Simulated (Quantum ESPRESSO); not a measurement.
# MnCO3 (Rhodochrosite): parallel and opposed starts, part 3 of 3

Aim: find out which collinear order of MnCO3 (Rhodochrosite) costs least.

Quantum ESPRESSO 7.5; PBEsol with U = 4 eV on Mn d (ortho-atomic projectors); plane waves with GBRV 1.5 PBEsol potentials, no spin-orbit coupling.

So far. Step 4 (Ranking): An order is kept where moments of 0.15 μB or more survive with the typed signs; meshes match where a doubled cell samples the same k points as the first cell.

## 6. Löwdin moments

Level of this step: PBEsol with U = 4 eV on Mn d (ortho-atomic projectors); plane waves with GBRV 1.5 PBEsol potentials, no spin-orbit coupling, projections on orthogonalised atomic orbitals (Quantum ESPRESSO).

projwfc.x projects the saved states on orthogonalised atomic orbitals of the pseudopotential files.

What it wrote:

```text
[banner, memory and clock lines left out]
Program PROJWFC v.7.5 starts

     [... lines left out ...]
     IMPORTANT: XC functional enforced from input :
     Exchange-correlation= PBESOL
                           (   1   4  10   8   0   0   0)
     Any further DFT definition will be discarded
     Please, verify this is what you really want

     G-vector sticks info

     Check: negative core charge=   -0.000031

     negative rho (up, down):  4.033E-04 4.033E-04

     Gaussian broadening (read from input): ngauss,degauss=   0    0.010000

     Calling projwave ....

  Problem Sizes
  natomwfc =           58
  nbnd     =           54
  nkstot   =           80
  npwx     =         2984
  nkb      =          130

     Atomic states used for projection
     (read from pseudopotential files):

     state #   1: atom   1 (Mn1), wfc  1 (l=0 m= 1)
     state #   2: atom   1 (Mn1), wfc  2 (l=1 m= 1)
     state #   3: atom   1 (Mn1), wfc  2 (l=1 m= 2)
     state #   4: atom   1 (Mn1), wfc  2 (l=1 m= 3)
     state #   5: atom   1 (Mn1), wfc  3 (l=0 m= 1)
     state #   6: atom   1 (Mn1), wfc  4 (l=2 m= 1)
     state #   7: atom   1 (Mn1), wfc  4 (l=2 m= 2)
     state #   8: atom   1 (Mn1), wfc  4 (l=2 m= 3)
     state #   9: atom   1 (Mn1), wfc  4 (l=2 m= 4)
     state #  10: atom   1 (Mn1), wfc  4 (l=2 m= 5)
     state #  11: atom   1 (Mn1), wfc  5 (l=1 m= 1)
     state #  12: atom   1 (Mn1), wfc  5 (l=1 m= 2)
     state #  13: atom   1 (Mn1), wfc  5 (l=1 m= 3)
     state #  14: atom   2 (Mn2), wfc  1 (l=0 m= 1)
     state #  15: atom   2 (Mn2), wfc  2 (l=1 m= 1)
     state #  16: atom   2 (Mn2), wfc  2 (l=1 m= 2)
     state #  17: atom   2 (Mn2), wfc  2 (l=1 m= 3)
     state #  18: atom   2 (Mn2), wfc  3 (l=0 m= 1)
     state #  19: atom   2 (Mn2), wfc  4 (l=2 m= 1)
     state #  20: atom   2 (Mn2), wfc  4 (l=2 m= 2)
     state #  21: atom   2 (Mn2), wfc  4 (l=2 m= 3)
     state #  22: atom   2 (Mn2), wfc  4 (l=2 m= 4)
     state #  23: atom   2 (Mn2), wfc  4 (l=2 m= 5)
     state #  24: atom   2 (Mn2), wfc  5 (l=1 m= 1)
     state #  25: atom   2 (Mn2), wfc  5 (l=1 m= 2)
     state #  26: atom   2 (Mn2), wfc  5 (l=1 m= 3)
     state #  27: atom   3 (C  ), wfc  1 (l=0 m= 1)
     state #  28: atom   3 (C  ), wfc  2 (l=1 m= 1)
     state #  29: atom   3 (C  ), wfc  2 (l=1 m= 2)
     state #  30: atom   3 (C  ), wfc  2 (l=1 m= 3)
     state #  31: atom   4 (C  ), wfc  1 (l=0 m= 1)
     state #  32: atom   4 (C  ), wfc  2 (l=1 m= 1)
     state #  33: atom   4 (C  ), wfc  2 (l=1 m= 2)
     state #  34: atom   4 (C  ), wfc  2 (l=1 m= 3)
     state #  35: atom   5 (O  ), wfc  1 (l=0 m= 1)
     state #  36: atom   5 (O  ), wfc  2 (l=1 m= 1)
     state #  37: atom   5 (O  ), wfc  2 (l=1 m= 2)
     state #  38: atom   5 (O  ), wfc  2 (l=1 m= 3)
     state #  39: atom   6 (O  ), wfc  1 (l=0 m= 1)
     state #  40: atom   6 (O  ), wfc  2 (l=1 m= 1)
     state #  41: atom   6 (O  ), wfc  2 (l=1 m= 2)
     state #  42: atom   6 (O  ), wfc  2 (l=1 m= 3)
     state #  43: atom   7 (O  ), wfc  1 (l=0 m= 1)
     state #  44: atom   7 (O  ), wfc  2 (l=1 m= 1)
     state #  45: atom   7 (O  ), wfc  2 (l=1 m= 2)
     state #  46: atom   7 (O  ), wfc  2 (l=1 m= 3)
     state #  47: atom   8 (O  ), wfc  1 (l=0 m= 1)
     state #  48: atom   8 (O  ), wfc  2 (l=1 m= 1)
     state #  49: atom   8 (O  ), wfc  2 (l=1 m= 2)
     state #  50: atom   8 (O  ), wfc  2 (l=1 m= 3)
     state #  51: atom   9 (O  ), wfc  1 (l=0 m= 1)
     state #  52: atom   9 (O  ), wfc  2 (l=1 m= 1)
     state #  53: atom   9 (O  ), wfc  2 (l=1 m= 2)
     state #  54: atom   9 (O  ), wfc  2 (l=1 m= 3)
     state #  55: atom  10 (O  ), wfc  1 (l=0 m= 1)
     state #  56: atom  10 (O  ), wfc  2 (l=1 m= 1)
     state #  57: atom  10 (O  ), wfc  2 (l=1 m= 2)
     state #  58: atom  10 (O  ), wfc  2 (l=1 m= 3)

 [... projections of the bands left out ...]

Lowdin Charges:

     Atom #   1: total charge =  14.4518, s =  2.3776, p =  6.8847, d =  5.1896,
                 spin up      =   9.6424, s =  1.2066,
[...]
spin up      =   1.6454, p =  1.2491, pz=  0.4198, px=  0.4147, py=  0.4147,
                 spin up      =   1.6454, d =  0.0000, dz2=  0.0000, dxz=  0.0000, dyz=  0.0000, dx2-y2=  0.0000, dxy=  0.0000,
                 spin down    =   1.6454, s =  0.3962,
                 spin down    =   1.6454, p =  1.2491, pz=  0.4198, px=  0.4147, py=  0.4147,
                 spin down    =   1.6454, d =  0.0000, dz2=  0.0000, dxz=  0.0000, dyz=  0.0000, dx2-y2=  0.0000, dxy=  0.0000,
                 polarization =  -0.0000, s = -0.0000, p = -0.0000, d =  0.0000,
     Atom #   5: total charge =   6.3649, s =  1.5718, p =  4.7932, d =  0.0000,
                 spin up      =   3.1825, s =  0.7859,
                 spin up      =   3.1825, p =  2.3966, pz=  0.8087, px=  0.7001, py=  0.8878,
                 spin up      =   3.1825, d =  0.0000, dz2=  0.0000, dxz=  0.0000, dyz=  0.0000, dx2-y2=  0.0000, dxy=  0.0000,
                 spin down    =   3.1825, s =  0.7859,
                 spin down    =   3.1825, p =  2.3966, pz=  0.8087, px=  0.7001, py=  0.8878,
                 spin down    =   3.1825, d =  0.0000, dz2=  0.0000, dxz=  0.0000, dyz=  0.0000, dx2-y2=  0.0000, dxy=  0.0000,
                 polarization =   0.0000, s =  0.0000, p =  0.0000, d =  0.0000,
     Atom #   6: total charge =   6.3649, s =  1.5718, p =  4.7932, d =  0.0000,
                 spin up      =   3.1825, s =  0.7859,
                 spin up      =   3.1825, p =  2.3966, pz=  0.8087, px=  0.8424, py=  0.7454,
                 spin up      =   3.1825, d =  0.0000, dz2=  0.0000, dxz=  0.0000, dyz=  0.0000, dx2-y2=  0.0000, dxy=  0.0000,
                 spin down    =   3.1825, s =  0.7859,
                 spin down    =   3.1825, p =  2.3966, pz=  0.8087, px=  0.8393, py=  0.7486,
                 spin down    =   3.1825, d =  0.0000, dz2=  0.0000, dxz=  0.0000, dyz=  0.0000, dx2-y2=  0.0000, dxy=  0.0000,
                 polarization =   0.0000, s =  0.0000, p =  0.0000, d =  0.0000,
     Atom #   7: total charge =   6.3649, s =  1.5718, p =  4.7932, d =  0.0000,
                 spin up      =   3.1825, s =  0.7859,
                 spin up      =   3.1825, p =  2.3966, pz=  0.8087, px=  0.8393, py=  0.7486,
                 spin up      =   3.1825, d =  0.0000, dz2=  0.0000, dxz=  0.0000, dyz=  0.0000, dx2-y2=  0.0000, dxy=  0.0000,
                 spin down    =   3.1825, s =  0.7859,
                 spin down    =   3.1825, p =  2.3966, pz=  0.8087, px=  0.8424, py=  0.7454,
                 spin down    =   3.1825, d =  0.0000, dz2=  0.0000, dxz=  0.0000, dyz=  0.0000, dx2-y2=  0.0000, dxy=  0.0000,
                 polarization =   0.0000, s =  0.0000, p =  0.0000, d =  0.0000,
     Atom #   8: total charge =   6.3649, s =  1.5718, p =  4.7932, d =  0.0000,
                 spin up      =   3.1825, s =  0.7859,
                 spin up      =   3.1825, p =  2.3966, pz=  0.8087, px=  0.7001, py=  0.8878,
                 spin up      =   3.1825, d =  0.0000, dz2=  0.0000, dxz=  0.0000, dyz=  0.0000, dx2-y2=  0.0000, dxy=  0.0000,
                 spin down    =   3.1825, s =  0.7859,
                 spin down    =   3.1825, p =  2.3966, pz=  0.8087, px=  0.7001, py=  0.8878,
                 spin down    =   3.1825, d =  0.0000, dz2=  0.0000, dxz=  0.0000, dyz=  0.0000, dx2-y2=  0.0000, dxy=  0.0000,
                 polarization =   0.0000, s =  0.0000, p =  0.0000, d =  0.0000,
     Atom #   9: total charge =   6.3649, s =  1.5718, p =  4.7932, d =  0.0000,
                 spin up      =   3.1825, s =  0.7859,
                 spin up      =   3.1825, p =  2.3966, pz=  0.8087, px=  0.8424, py=  0.7454,
                 spin up      =   3.1825, d =  0.0000, dz2=  0.0000, dxz=  0.0000, dyz=  0.0000, dx2-y2=  0.0000, dxy=  0.0000,
                 spin down    =   3.1825, s =  0.7859,
                 spin down    =   3.1825, p =  2.3966, pz=  0.8087, px=  0.8393, py=  0.7486,
                 spin down    =   3.1825, d =  0.0000, dz2=  0.0000, dxz=  0.0000, dyz=  0.0000, dx2-y2=  0.0000, dxy=  0.0000,
                 polarization =   0.0000, s =  0.0000, p =  0.0000, d =  0.0000,
     Atom #  10: total charge =   6.3649, s =  1.5718, p =  4.7932, d =  0.0000,
                 spin up      =   3.1825, s =  0.7859,
                 spin up      =   3.1825, p =  2.3966, pz=  0.8087, px=  0.8393, py=  0.7486,
                 spin up      =   3.1825, d =  0.0000, dz2=  0.0000, dxz=  0.0000, dyz=  0.0000, dx2-y2=  0.0000, dxy=  0.0000,
                 spin down    =   3.1825, s =  0.7859,
                 spin down    =   3.1825, p =  2.3966, pz=  0.8087, px=  0.8424, py=  0.7454,
                 spin down    =   3.1825, d =  0.0000, dz2=  0.0000, dxz=  0.0000, dyz=  0.0000, dx2-y2=  0.0000, dxy=  0.0000,
                 polarization =   0.0000, s =  0.0000, p =  0.0000, d =  0.0000,
     Spilling Parameter:   0.0044
```

Run time: 3.1 s. Hardware: 4 MPI ranks of Arm Neoverse V2, shared host; peak memory 0.32 GiB.

```csv
atom,moment in the sphere (μB),Löwdin moment (μB),Löwdin charge (e)
Mn1,4.275,4.833,14.452
Mn2,-4.275,-4.833,14.452
C3,0.000,0.000,3.291
C4,0.000,0.000,3.291
O5,0.000,0.000,6.365
O6,0.000,0.000,6.365
O7,0.000,0.000,6.365
O8,0.000,0.000,6.365
O9,0.000,0.000,6.365
O10,0.000,0.000,6.365
```

## 7. Occupations of the corrected shells in the lowest state

Occupations of the Hubbard shells:

```csv
block,type,shell,spin,electrons,occupation numbers
1,Mn1,3d,up,4.976,0.991 0.991 0.997 0.998 0.998
1,Mn1,3d,down,0.2135,0.015 0.015 0.021 0.081 0.081
2,Mn2,3d,up,0.2135,0.015 0.015 0.021 0.081 0.081
2,Mn2,3d,down,4.976,0.991 0.991 0.997 0.998 0.998
```

## 8. Summary of results

```json
{
  "lowest state found": "antiferromagnetic (from antiferro +-)",
  "largest site moment": "4.28 μB",
  "next state with moments": "ferromagnetic, 12.0 meV a seeded atom higher"
}
```

What this shows: The largest moment reads 4.28 μB in the sphere and 4.83 μB by Löwdin projection; a site moment hangs on how space is shared out. This is the lowest of 2 collinear or spinless starts, no proof of the ground state.

[Logs and program files are shortened in this print: banners, set-up blocks, solver, clock and traceback lines can be left out without a mark of their own.]

[Logs are printed without paths, hosts, clocks, repeated set-up lines and the standing remarks that a program may print on its own settings, such as how far it seeks lower states.]

[Hosts, paths, dates, database ids (printed as entryN), source tags and the programs' standing remarks are cut or masked in the printed files.]

[Where a cell is said to come from a database of computed structures, the database is the Materials Project.]
